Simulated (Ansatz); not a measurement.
## Br on Mo(110): change of the work function: the covered slab, k-mesh 6×6×1, coverage 0.25 ML

Ansatz 0.2.0; plane-wave DFT, PBE, Ansatz PAW.

input.yaml

```yaml
crystal:
  lattice:
    - [4.4547727214, -3.15, 0.0]
    - [4.4547727214, 3.15, 0.0]
    - [0.0, 0.0, 27.0044874823]
  atoms:
    - { symbol: Mo, position: [0.0, 0.0, 0.3332779415] }
    - { symbol: Mo, position: [0.25, 0.25, 0.4157600239] }
    - { symbol: Mo, position: [0.0, 0.0, 0.4990654286] }
    - { symbol: Mo, position: [0.25, 0.25, 0.5785393208] }
    - { symbol: Mo, position: [0.0, 0.5, 0.3332779415] }
    - { symbol: Mo, position: [0.25, 0.75, 0.4157600239] }
    - { symbol: Mo, position: [0.0, 0.5, 0.4990654286] }
    - { symbol: Mo, position: [0.25, 0.75, 0.5785393208] }
    - { symbol: Mo, position: [0.5, 0.0, 0.3332779415] }
    - { symbol: Mo, position: [0.75, 0.25, 0.4157600239] }
    - { symbol: Mo, position: [0.5, 0.0, 0.4990654286] }
    - { symbol: Mo, position: [0.75, 0.25, 0.5785393208] }
    - { symbol: Mo, position: [0.5, 0.5, 0.3332779415] }
    - { symbol: Mo, position: [0.75, 0.75, 0.4157600239] }
    - { symbol: Mo, position: [0.5, 0.5, 0.4990654286] }
    - { symbol: Mo, position: [0.75, 0.75, 0.5785393208] }
    - { symbol: Br, position: [0.42, 0.42, 0.6667220585] }
kpoints:
  mp_grid: { grid: [6, 6, 1] }
hamiltonian:
  xc: pbe
scf:
  occupations: { method: fermi_dirac, width: 0.1 }
  convergence: { dr2_threshold: 1.0e-08 }
efield:
  axis: 3
  dipole_correction: true
  ramp_position: 0.97
  ramp_width: 0.06
relax:
  f_tol: 0.02
  max_steps: 60
  constraints: [{ sites: [0, 1, 4, 5, 8, 9, 12, 13] }]
output:
  dos: { projected: true, e_range: [-8, 4] }
  write_potential: true
  write_density: true
  volumetric_format: npy
  elf: true
```

The run is started by

```sh
ansatz run input.yaml --threads 4 --pin off --max-ram 6144MiB --backend cpu --events-out ev --progress --plain --runs-dir out
```

Q: Predict the electron's electrostatic potential energy less the Fermi level against z and density of states against energy.

An odd count of 231 valence electrons without spin polarisation leaves states at the Fermi level.

ELF in the ca plane at fractional y = 0.000, with atoms of Mo within 0.2 Å of it. It is the smooth field of the valence electrons, not physical close to the nuclei.

By hand: a sheet of dipoles makes a step −p/(ε₀A) in the electron's potential. With e/ε₀ = 180.95 V·Å, p = 0.05952 e·Å and A = 28.07 Å², that is −180.95 × (0.05952) / 28.07 = -0.384 eV, and the two vacuum levels of the run differ by -0.384 eV.

This run has no spin polarisation although its electron count is odd.

Relaxation path:

| step | energy less that of the first step (eV) | largest force component (eV/Å) |
| --- | --- | --- |
| 1 | 0.0000 | 1.1346 |
| 2 | -0.1655 | 0.4301 |
| 3 | -0.2103 | 0.2467 |
| 4 | -0.2154 | 0.1743 |
| 5 | -0.2190 | 0.0572 |
| 6 | -0.2195 | 0.0155 |

The run keeps the 2 symmetry operations that the program found, so distortions that break them were not tested.

The atoms that moved most (Å):

| atom | dx | dy | dz | length |
| --- | --- | --- | --- | --- |
| Br17 | 0.013 | 0.000 | -0.233 | 0.234 |
| Mo4 | -0.098 | 0.000 | 0.055 | 0.113 |
| Mo16 | 0.061 | 0.000 | -0.038 | 0.072 |
| Mo12 | 0.030 | 0.017 | 0.030 | 0.046 |
| Mo8 | 0.030 | -0.017 | 0.030 | 0.046 |
| Mo3 | 0.020 | 0.000 | -0.039 | 0.044 |
| Mo11 | 0.003 | 0.005 | 0.016 | 0.017 |
| Mo7 | 0.003 | -0.005 | 0.016 | 0.017 |

Final coordinates:

```xyz
17
Lattice="4.4548 -3.1500 0.0000 4.4548 3.1500 0.0000 0.0000 0.0000 27.0045" Properties=species:S:1:pos:R:3
Mo    0.0000    0.0000    9.0000
Mo    2.2274    0.0000   11.2274
Mo    0.0200    0.0000   13.4378
Mo    2.1293    0.0000   15.6785
Mo    2.2274    1.5750    9.0000
Mo    4.4548    1.5750   11.2274
Mo    2.2299    1.5703   13.4929
Mo    4.4850    1.5580   15.6532
Mo    2.2274   -1.5750    9.0000
Mo    4.4548   -1.5750   11.2274
Mo    2.2299   -1.5703   13.4929
Mo    4.4850   -1.5580   15.6532
Mo    4.4548    0.0000    9.0000
Mo    6.6822    0.0000   11.2274
Mo    4.4496    0.0000   13.4732
Mo    6.7436    0.0000   15.5853
Br    3.7549    0.0000   17.7712
```

Read from the output:

- work function, upper face: 4.269 eV
- work function, lower face: 4.653 eV
- dipole along the normal: 0.05952 e·Å
- step between the vacuum levels: -0.3837 eV

Running mean over 2.227 Å of the planar mean; the ramp of the sawtooth is left out. The electron's electrostatic potential energy less the Fermi level by z:

| z (Å) | electron's electrostatic potential energy less the Fermi level (eV) |
| --- | --- |
| 3.5 | 4.65 |
| 4.0 | 4.65 |
| 4.5 | 4.65 |
| 5.0 | 4.64 |
| 5.5 | 4.61 |
| 6.0 | 4.51 |
| 6.5 | 4.19 |
| 7.0 | 3.17 |
| 7.5 | -0.156 |
| 8.0 | -6.00 |
| 8.5 | -10.8 |
| 9.0 | -12.4 |
| 9.5 | -12.6 |
| 10.0 | -12.7 |
| 10.5 | -12.8 |
| 11.0 | -12.9 |
| 11.5 | -12.9 |
| 12.0 | -12.7 |
| 12.5 | -12.7 |
| 13.0 | -12.8 |
| 13.5 | -12.9 |
| 14.0 | -13.2 |
| 14.5 | -13.4 |
| 15.0 | -13.2 |
| 15.5 | -12.8 |
| 16.0 | -12.0 |
| 16.5 | -9.10 |
| 17.0 | -4.45 |
| 17.5 | -0.949 |
| 18.0 | 0.458 |
| 18.5 | 1.43 |
| 19.0 | 2.80 |
| 19.5 | 3.87 |
| 20.0 | 4.19 |
| 20.5 | 4.25 |
| 21.0 | 4.27 |
| 21.5 | 4.27 |
| 22.0 | 4.27 |
| 22.5 | 4.27 |
| 23.0 | 4.27 |
| 23.5 | 4.27 |

The density of states has structure finer than the step of the table below, so its rows give means over 0.25 eV. Peaks (eV: height): -3.700: 27.0, -3.190: 34.2, -2.920: 29.7, -2.740: 32.8, -2.530: 27.2, -2.020: 26.9, 1.110: 26.5.

The density of states by energy, zero at the Fermi level; means over each step:

energy (eV), density of states (states/eV a cell) and a bar:
```
    -7.00        0.0 
    -6.75        0.4 
    -6.50        1.0 #
    -6.25        1.1 #
    -6.00        1.9 ##
    -5.75        4.5 ######
    -5.50        4.0 #####
    -5.25        5.2 ######
    -5.00       14.5 ##################
    -4.75       17.5 #####################
    -4.50       17.9 ######################
    -4.25       18.0 ######################
    -4.00       17.6 ######################
    -3.75       24.4 ##############################
    -3.50       19.6 ########################
    -3.25       22.3 ############################
    -3.00       23.5 #############################
    -2.75       24.2 ##############################
    -2.50       18.9 #######################
    -2.25       22.0 ###########################
    -2.00       20.7 ##########################
    -1.75       23.0 ############################
    -1.50       22.4 ############################
    -1.25       18.1 ######################
    -1.00       14.9 ##################
    -0.75       13.2 ################
    -0.50       13.4 #################
    -0.25       12.6 ################
     0.00       13.9 #################
     0.25       16.4 ####################
     0.50       19.6 ########################
     0.75       21.2 ##########################
     1.00       23.9 #############################
     1.25       23.3 #############################
```

Projected DOS per atom over height of the atomic layer and energy from the Fermi level. Layers: Mo4 Mo4 Mo4 Mo4 Br from below.

Ten even steps from '0' (0.00 states/eV) to '9' (3.47 states/eV), each cell a mean:
```
34430
43330
32230
31120
31120
31130
52240
43340
33330
44330
35531
33332
34321
14413
13329
00115
00006
00001
00000
00000
00000
00000
```
Columns: height of the atomic layer (Å) from 9 to 17.8; rows upwards: energy from the Fermi level (eV) from -7.96 to 1.34.

Electrostatic potential energy in the ca plane at fractional y = 0.000, with atoms of Mo within 0.2 Å of it. With pseudopotentials it is smooth inside the atoms' cores, unlike the true potential.

Values in eV, 8 rows by 16 columns, each cell a mean:
```
-54 -12   4   3 -38 -35   4   5   8   9   9   9   9   9   9   9
 -6   3   2   4  -2  -2   4   3   7   9   9   9   9   9   9   9
-16   0   2   4  -9 -10   3   3   7   9   9   9   9   9   9   9
-63 -17   4   3 -44 -47   2   5   8   9   9   9   9   9   9   9
-54 -12   4   3 -36 -39   3   4   8   9   9   9   9   9   9   9
 -6   3   2   4  -2  -2   3   2   7   9   9   9   9   9   9   9
-16   0   2   3 -11 -10   3   3   7   9   9   9   9   9   9   9
-63 -17   4   2 -47 -44   3   5   8   9   9   9   9   9   9   9
```
Columns run along c (16.0 Å, from fractional 0.32 to 0.92 of the cell; values clipped at the 3rd and 97th percentile), rows up along a (5.5 Å). Atoms in or near the plane, at fractional coordinates: Mo at (0.33, 0.00), Mo at (0.50, 0.00), Mo at (0.33, 0.50), Mo at (0.50, 0.50).

Valence density in the ca plane at fractional y = 0.000, with atoms of Mo within 0.2 Å of it.

Ten steps, logarithmic in the rise over the least value, from '0' (0.0 e/Å³) to '9' (6.5 e/Å³), each cell a mean:
```
99974333334699974333322100000000000000000000
78754333333578754333332100000000000000000000
55543334333345543334332100000000000000000000
44433334333334433334432100000000000000000000
55543333333345543334332100000000000000000000
78754333333478864333322100000000000000000000
99974333334699985333322100000000000000000000
99974333334699985333322100000000000000000000
89864333333589974333332100000000000000000000
67643333333457654334432100000000000000000000
44433334333344433344432100000000000000000000
44433334333344433344432100000000000000000000
67643333333467653334332100000000000000000000
89864333334689974333332100000000000000000000
99974333334799985333322100000000000000000000
```
Columns run along c (16.0 Å, from fractional 0.32 to 0.92 of the cell), rows up along a (5.5 Å). Atoms in or near the plane, at fractional coordinates: Mo at (0.33, 0.00), Mo at (0.50, 0.00), Mo at (0.33, 0.50), Mo at (0.50, 0.50).

Ten even steps from '0' (0.00) to '9' (0.72), each cell a mean:
```
98973554553698973454556532000000000000000000
89843543454379843544455531000000000000000000
45435543455334334544455421000000000000000000
44345544456543345544555320000000000000000000
45435543455334434544454310000000000000000000
89843543454379853443444210000000000000000000
97973554553598984454454210000000000000000000
95874554553695794454554310000000000000000000
99953543453489973444455310000000000000000000
67534543454347633544455420000000000000000000
44345544456544345644455421000000000000000000
44345544456434346644455531000000000000000000
67534543454357634554455532000000000000000000
99963543453599963554456542000000000000000000
95874554553795884455566542000000000000000000
```
Columns run along c (16.0 Å, from fractional 0.32 to 0.92 of the cell), rows up along a (5.5 Å). Atoms in or near the plane, at fractional coordinates: Mo at (0.33, 0.00), Mo at (0.50, 0.00), Mo at (0.33, 0.50), Mo at (0.50, 0.50).

[Long decimals in the printed logs are rounded to 6 places.]

[Logs are printed without paths, hosts, clocks, repeated set-up lines and the standing remarks that a program may print on its own settings, such as how far it seeks lower states.]

[Hosts, paths, dates, database ids (printed as entryN), source tags and the programs' standing remarks are cut or masked in the printed files.]

[Maps of the electrostatic potential energy from Ansatz leave out the sawtooth potential of an applied field or a dipole correction, so their vacuum need not be flat; planar profiles and work functions include it.]
